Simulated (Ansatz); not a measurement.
# How Ta(110) screens a field

Where does the screening charge of Ta(110) sit?

Method: plane-wave DFT, PBE, Ansatz PAW, in Ansatz 0.2.0.

Most raw output is cut from this account.

## 1. The structure

The cell holds 6 atoms: 6 Ta. Its edges and angles: a = 2.867 Å, b = 2.867 Å, c = 29.703 Å, α = 90.0°, β = 90.0°, γ = 70.5°. Vacuum lies along c.

## 2. Atoms held, field 0

A sawtooth potential applies the field, turning back in the middle of the vacuum. With the dipole correction the typed value is the field outside the slab. The induced dipole is small, so the SCF threshold is tight.

input.yaml

```yaml
crystal:
  lattice:
    - [2.3405234457, -1.655, 0.0]
    - [2.3405234457, 1.655, 0.0]
    - [0.0, 0.0, 29.7026172286]
  atoms:
    - { symbol: Ta, position: [0.0, 0.0, 0.3030036017] }
    - { symbol: Ta, position: [0.5, 0.5, 0.381802161] }
    - { symbol: Ta, position: [0.0, 0.0, 0.4606007203] }
    - { symbol: Ta, position: [0.5, 0.5, 0.5393992797] }
    - { symbol: Ta, position: [0.0, 0.0, 0.618197839] }
    - { symbol: Ta, position: [0.5, 0.5, 0.6969963983] }
kpoints:
  mp_grid: { grid: [18, 18, 1] }
hamiltonian:
  xc: pbe
scf:
  occupations: { method: fermi_dirac, width: 0.1 }
  convergence: { dr2_threshold: 1.0e-10 }
efield:
  axis: 3
  dipole_correction: true
  ramp_position: 0.97
  ramp_width: 0.06
  amplitude: 0
output:
  forces: true
  write_potential: true
  write_density: true
  volumetric_format: npy
```

Launch:

```sh
$ ansatz run input.yaml --threads 2 --pin off --max-ram 3072MiB --backend cpu --events-out ev --progress --plain --runs-dir out
```

Run time: 70 s. Hardware: 2 threads of Arm Neoverse V2, shared host; peak memory 0.86 GiB.

This step gave:

| Property | Result |
| --- | --- |
| energy at zero smearing | -59591.1683 eV |
| work function, upper face | 4.779 eV |
| dipole along the normal | -1.96e-7 e·Å |

Running mean over 2.341 Å of the planar mean; the ramp of the sawtooth is left out. Electron's electrostatic potential energy less the Fermi level against z:

| z (Å) | electron's electrostatic potential energy less the Fermi level (eV) |
| --- | --- |
| 4 | 4.78 |
| 5 | 4.76 |
| 6 | 4.59 |
| 7 | 2.94 |
| 8 | -5.21 |
| 9 | -10.1 |
| 10 | -10.0 |
| 11 | -10.0 |
| 12 | -10.0 |
| 13 | -9.97 |
| 14 | -9.96 |
| 15 | -9.97 |
| 16 | -9.96 |
| 17 | -9.98 |
| 18 | -10.0 |
| 19 | -10.0 |
| 20 | -10.1 |
| 21 | -9.63 |
| 22 | -2.19 |
| 23 | 3.83 |
| 24 | 4.68 |
| 25 | 4.77 |
| 26 | 4.78 |

Force by atom:

| atom | x (eV/Å) | y (eV/Å) | z (eV/Å) | size |
| --- | --- | --- | --- | --- |
| Ta1 | 0.000 | 0.000 | 0.406 | 0.406 |
| Ta2 | 0.000 | 0.000 | -0.421 | 0.421 |
| Ta3 | 0.000 | 0.000 | -0.081 | 0.081 |
| Ta4 | 0.000 | 0.000 | 0.081 | 0.081 |
| Ta5 | 0.000 | 0.000 | 0.421 | 0.421 |
| Ta6 | 0.000 | 0.000 | -0.406 | 0.406 |

The work function of the upper face is 4.78 eV.

## 3. Atoms held, field 0.05 V/Å

input.yaml: that of step 2 with these lines changed.

```diff
@@ -24,3 +24,3 @@
   ramp_width: 0.06
-  amplitude: 0
+  amplitude: 0.05
 output:
```

The job ended after 90 s (2 threads; peak memory 0.85 GiB; 3 min of CPU time).

The dipole is 0.0343 e·Å.

## 4. Single point, field -0.05 V/Å

input.yaml: that of step 3 with these lines changed.

```diff
@@ -24,3 +24,3 @@
   ramp_width: 0.06
-  amplitude: 0.05
+  amplitude: -0.05
 output:
```

Wall time 91 s (2 threads); peak memory 0.85 GiB; 3 min of CPU time.

The dipole is -0.0343 e·Å.

## 5. Atoms held, field 0.1 V/Å

input.yaml: that of step 4 with these lines changed.

```diff
@@ -24,3 +24,3 @@
   ramp_width: 0.06
-  amplitude: -0.05
+  amplitude: 0.1
 output:
```

Wall time 92 s (2 threads); peak memory 0.85 GiB.

The dipole is 0.0686 e·Å.

## 6. Single point, field -0.1 V/Å

input.yaml: that of step 5 with these lines changed.

```diff
@@ -24,3 +24,3 @@
   ramp_width: 0.06
-  amplitude: 0.1
+  amplitude: -0.1
 output:
```

Run time: 91 s. Hardware: 2 threads; peak memory 0.85 GiB; 3 min of CPU time.

The dipole is -0.0686 e·Å.

## 7. Single point, field 0.2 V/Å

input.yaml: that of step 6 with these lines changed.

```diff
@@ -24,3 +24,3 @@
   ramp_width: 0.06
-  amplitude: -0.1
+  amplitude: 0.2
 output:
```

Run time: 92 s. Hardware: 2 threads; peak memory 0.85 GiB.

The dipole is 0.137 e·Å.

## 8. Single point, field -0.2 V/Å

input.yaml: that of step 7 with these lines changed.

```diff
@@ -24,3 +24,3 @@
   ramp_width: 0.06
-  amplitude: 0.2
+  amplitude: -0.2
 output:
```

It took 91 s on 2 threads; peak memory 0.85 GiB; 3 min of CPU time.

The dipole is -0.137 e·Å.

## 9. Single point, field 0.4 V/Å

input.yaml: that of step 8 with these lines changed.

```diff
@@ -24,3 +24,3 @@
   ramp_width: 0.06
-  amplitude: -0.2
+  amplitude: 0.4
 output:
@@ -30 +30,2 @@
   volumetric_format: npy
+  elf: true
```

It took 1.7 min on 2 threads; peak memory 0.85 GiB.

Running mean over 2.341 Å of the planar mean, with the applied field; the ramp of the sawtooth is left out. The electron's electrostatic potential energy less the Fermi level by z:

z (Å), electron's electrostatic potential energy less the Fermi level (eV) and a bar from the least value:
```
        4        3.7 ##########################
        5        4.0 ##########################
        6        4.2 ###########################
        7        2.8 ########################
        8       -5.2 #########
        9      -10.1 
       10      -10.0 
       11      -10.0 
       12      -10.0 
       13      -10.0 
       14      -10.0 
       15      -10.0 
       16      -10.0 
       17      -10.0 
       18      -10.0 
       19      -10.0 
       20      -10.1 
       21       -9.6 #
       22       -2.2 ###############
       23        4.0 ##########################
       24        5.2 ############################
       25        5.6 #############################
       26        6.1 ##############################
```

The dipole is 0.274 e·Å.

## 10. The response

This step: plane-wave DFT, PBE, Ansatz PAW; screening of a field by a metal slab (Ansatz 0.2.0).

The dipoles give the slope, and the difference of two potentials shows where the field is screened.

This step gave:

* equivalent conductor thickness p/(ε₀AE): 16.01 Å
* distance between the outer atoms: 11.70 Å
* inner field over outer field: 5.49e-4
* image plane, upper face: 2.164 Å
* induced electrons on the upper face over ε₀E: -0.9983
* image plane, lower face: 2.164 Å
* induced electrons on the lower face over ε₀E: 0.9984

Table of dipole of the cell by applied field:

| applied field (V/Å) | dipole of the cell (e·Å) |
| --- | --- |
| -0.200 | -0.137 |
| -0.100 | -0.0686 |
| -0.050 | -0.0343 |
| 0.000 | 0 |
| 0.050 | 0.0343 |
| 0.100 | 0.0686 |
| 0.200 | 0.137 |
| 0.400 | 0.274 |

Local field over the applied field, running mean. From the potentials at -0.05 and 0.05 V/Å; running mean over 2.341 Å. The local field over applied field by z:

| z (Å) | local field over applied field |
| --- | --- |
| 4.5 | 0.986 |
| 5.0 | 0.966 |
| 5.5 | 0.923 |
| 6.0 | 0.834 |
| 6.5 | 0.682 |
| 7.0 | 0.474 |
| 7.5 | 0.268 |
| 8.0 | 0.108 |
| 8.5 | 0.00461 |
| 9.0 | -0.0323 |
| 9.5 | -0.0166 |
| 10.0 | -0.00289 |
| 10.5 | -0.00299 |
| 11.0 | -0.00261 |
| 11.5 | 8.6e-4 |
| 12.0 | 0.00261 |
| 12.5 | 0.00162 |
| 13.0 | 0.00158 |
| 13.5 | 0.00238 |
| 14.0 | 0.00128 |
| 14.5 | -1.1e-4 |
| 15.0 | -2.0e-4 |
| 15.5 | 5.3e-4 |
| 16.0 | 0.00220 |
| 16.5 | 0.00194 |
| 17.0 | 0.00142 |
| 17.5 | 0.00228 |
| 18.0 | 0.00203 |
| 18.5 | -0.00128 |
| 19.0 | -0.00341 |
| 19.5 | -0.00229 |
| 20.0 | -0.00847 |
| 20.5 | -0.0299 |
| 21.0 | -0.0186 |
| 21.5 | 0.0590 |
| 22.0 | 0.197 |
| 22.5 | 0.386 |
| 23.0 | 0.602 |
| 23.5 | 0.781 |
| 24.0 | 0.893 |
| 24.5 | 0.953 |
| 25.0 | 0.980 |
| 25.5 | 0.992 |

Electrons, planar mean, per unit field. The induced electron density by z:

| z (Å) | induced electron density (e/Å³ per V/Å) |
| --- | --- |
| 5 | 1.8e-4 |
| 6 | 9.4e-4 |
| 7 | 0.00323 |
| 8 | 0.00191 |
| 9 | -2.6e-4 |
| 10 | -7.9e-5 |
| 11 | 5.3e-5 |
| 12 | -1.1e-5 |
| 13 | 9.7e-5 |
| 14 | -2.1e-5 |
| 15 | 2.0e-6 |
| 16 | 1.3e-5 |
| 17 | 7.8e-5 |
| 18 | -6.8e-5 |
| 19 | 1.3e-4 |
| 20 | -2.4e-4 |
| 21 | 0.00105 |
| 22 | -0.00344 |
| 23 | -0.00244 |
| 24 | -5.9e-4 |
| 25 | -1.1e-4 |

By hand: between -0.05 and 0.05 V/Å the dipole changes by 0.06856 e·Å, a slope of 0.6856 e·Å²/V. A perfect conductor of thickness t has p = ε₀AEt, so t = 180.95 × 0.6856 / 7.747 = 16.01 Å (e/ε₀ = 180.95 V·Å, A in Å²). Less the 11.70 Å between the outer atoms, and halved, that puts each image plane 2.16 Å out.

The induced dipole is that of a conductor 16.01 Å thick.

## 11. Varying the input

This step: plane-wave DFT, PBE, Ansatz PAW (Ansatz 0.2.0).

An input spoilt on purpose, to show how the run answers: it repeats the earlier run at 0.05 V/Å with basis.ecutrho_ratio to 1, and scf.max_iter set to 60.

input.yaml: that of step 9 with these lines changed.

```diff
@@ -19,2 +19,3 @@
   convergence: { dr2_threshold: 1.0e-10 }
+  max_iter: 60
 efield:
@@ -24,3 +25,3 @@
   ramp_width: 0.06
-  amplitude: 0.4
+  amplitude: 0.05
 output:
@@ -30,2 +31,3 @@
   volumetric_format: npy
-  elf: true
+basis:
+  ecutrho_ratio: 1
```

Elapsed: 95 s, on 2 threads; peak memory 0.81 GiB; 3.1 min of CPU time.

| quantity | this run | earlier run | difference |
| --- | --- | --- | --- |
| dipole along the normal (e·Å) | 0.03446 | 0.03428 | 1.8e-4 |

It moves by +0.000178 e·Å.

With this change the program also warns of density in the ramp of the sawtooth; these numbers are not the system's.

## 12. Varying the input

An input spoilt on purpose, to show how the run answers: it repeats the earlier run at 0.05 V/Å with efield.amplitude from 0.05 to 0 and efield.dipole_correction from true to false, and scf.max_iter set to 50.

input.yaml: that of step 11 with these lines changed.

```diff
@@ -19,9 +19,9 @@
   convergence: { dr2_threshold: 1.0e-10 }
-  max_iter: 60
+  max_iter: 50
 efield:
   axis: 3
-  dipole_correction: true
+  dipole_correction: false
   ramp_position: 0.97
   ramp_width: 0.06
-  amplitude: 0.05
+  amplitude: 0
 output:
@@ -31,3 +31 @@
   volumetric_format: npy
-basis:
-  ecutrho_ratio: 1
```

Elapsed: 0.02 s, on 2 threads; peak memory 0.03 GiB.

The program refused the input before any cycle.

The program's message: “Error: invalid value for `efield.amplitude`: is zero with dipole_correction: false — the section would apply nothing; set a non-zero amplitude, enable dipole_correction, or remove the block”

The fault put into the input: a field block that applies nothing.

## 13. Outcome

| Item | Value |
| --- | --- |
| work function | 4.78 eV |
| image plane, upper face | 2.16 Å |
| induced electrons on the upper face over ε₀E | -0.998 |
| equivalent conductor thickness p/(ε₀AE) | 16.0 Å |
| inner field over outer field | 5.5e-4 |

**Reading.** The induced charge has its centre 2.16 Å outside the outermost atoms; this is the plane from which a capacitor's gap or an image potential counts. The equivalent conductor thickness exceeds the distance between the outer atoms by 4.31 Å, about the sum of the two image-plane distances. In the middle of the slab the field is screened to under 0.5 % of its outer value. The atoms are held at bulk positions with the tabulated experimental lattice constant.

[Logs are printed without paths, hosts, clocks, repeated set-up lines and the standing remarks that a program may print on its own settings, such as how far it seeks lower states.]

[Hosts, paths, dates, database ids (printed as entryN), source tags and the programs' standing remarks are cut or masked in the printed files.]

[Maps of the electrostatic potential energy from Ansatz leave out the sawtooth potential of an applied field or a dipole correction, so their vacuum need not be flat; planar profiles and work functions include it.]
